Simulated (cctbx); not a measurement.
## Dy3MnBi5 with cctbx, script by script

Library: cctbx 2025.11.

## 1. Energy scan

run.py:

```python
from cctbx import adptbx, crystal, miller, xray
from cctbx.array_family import flex
from cctbx.eltbx import sasaki

cs = crystal.symmetry(unit_cell=(9.311, 9.311, 6.326, 90, 90, 120), space_group_symbol='Hall: -P 6c 2')  # P6_3/mcm
atoms = [  # label, site, U (iso, or U11 U22 U33 U12 U13 U23 in A^2), occupancy
    ("Bi1", (1/3, 2/3, 0.5), (0.0026, 0.0026, 0.0026, 0.0013, 0.0000, 0.0000), 1),
    ("Bi2", (0, 0.7426, 0.75), (0.0025, 0.0024, 0.0022, 0.0012, 0.0000, 0.0000), 1),
    ("Dy1", (0, 0.3869, 0.75), (0.0032, 0.0031, 0.0031, 0.0016, 0.0000, 0.0000), 1),
    ("Mn1", (0, 0, 0.5), (0.0037, 0.0037, 0.0039, 0.0019, 0.0000, 0.0000), 1),
]
xs = xray.structure(crystal_symmetry=cs)
for label, site, u, occ in atoms:
    u = adptbx.u_cif_as_u_star(cs.unit_cell(), u) if isinstance(u, tuple) else u
    xs.add_scatterer(xray.scatterer(label, site=site, u=u, occupancy=occ))
hkl = [(2, 1, 1), (1, 0, 2), (3, 1, 0), (0, 0, 2)]
ms = miller.set(cs, flex.miller_index(hkl + [tuple(-v for v in h) for h in hkl]), anomalous_flag=True)
print("E (eV)    f'(Bi)   f''   " + "".join("%16s" % ("|F|" + " ".join(map(str, h))) for h in hkl))
for e in [12819, 13169, 13299, 13359, 13389, 13404, 13411, 13415, 13423, 13427, 13434, 13449, 13479, 13569, 13819]:
    xs.set_inelastic_form_factors(12398.42 / e, "sasaki")
    t = sasaki.table("Bi").at_ev(e)
    f = flex.abs(ms.structure_factors_from_scatterers(xs, algorithm="direct").f_calc().data())
    n = len(hkl)
    print("%7.0f %7.2f %6.2f  " % (e, t.fp(), t.fdp()) + "".join("%9.1f/%6.1f" % (f[k], f[k + n]) for k in range(n)))
```

```console
$ python run.py
```

```text
E (eV)    f'(Bi)   f''           |F|2 1 1        |F|1 0 2        |F|3 1 0        |F|0 0 2
  12819   -9.16   4.26      366.2/ 366.2    143.4/ 143.4     77.9/  77.9    428.2/ 428.2
  13169  -10.85   4.08      360.0/ 360.0    136.8/ 136.8     78.2/  78.2    425.3/ 425.3
  13299  -12.22   4.01      354.9/ 354.9    131.6/ 131.6     78.5/  78.5    422.7/ 422.7
  13359  -13.55   3.98      349.9/ 349.9    126.6/ 126.6     78.7/  78.7    420.1/ 420.1
  13389  -14.88   3.97      344.9/ 344.9    121.5/ 121.5     78.9/  78.9    417.5/ 417.5
  13404  -16.20   3.96      340.0/ 340.0    116.5/ 116.5     79.1/  79.1    414.9/ 414.9
  13411  -17.37   3.96      335.6/ 335.6    112.1/ 112.1     79.3/  79.3    412.6/ 412.6
  13415  -18.64   3.96      330.8/ 330.8    107.3/ 107.3     79.5/  79.5    410.1/ 410.1
  13423  -19.10  10.11      332.1/ 332.1    109.3/ 109.3     79.4/  79.4    410.7/ 410.7
  13427  -17.59  10.11      337.7/ 337.7    114.8/ 114.8     79.2/  79.2    413.7/ 413.7
  13434  -16.30  10.10      342.5/ 342.5    119.6/ 119.6     79.0/  79.0    416.3/ 416.3
  13449  -14.89  10.08      347.7/ 347.7    124.7/ 124.7     78.8/  78.8    419.1/ 419.1
  13479  -13.50  10.04      352.9/ 352.9    129.8/ 129.8     78.6/  78.6    421.8/ 421.8
  13569  -11.67   9.93      359.7/ 359.7    136.5/ 136.5     78.4/  78.4    425.5/ 425.5
  13819   -9.76   9.63      366.7/ 366.7    143.4/ 143.4     78.1/  78.1    429.4/ 429.4
```

Run time: 0.25 s on 1 thread of Arm Neoverse V2, on a shared host, peak memory 0.07 GiB.

[Logs are printed without paths, hosts, clocks, repeated set-up lines and the standing remarks that a program may print on its own settings, such as how far it seeks lower states.]
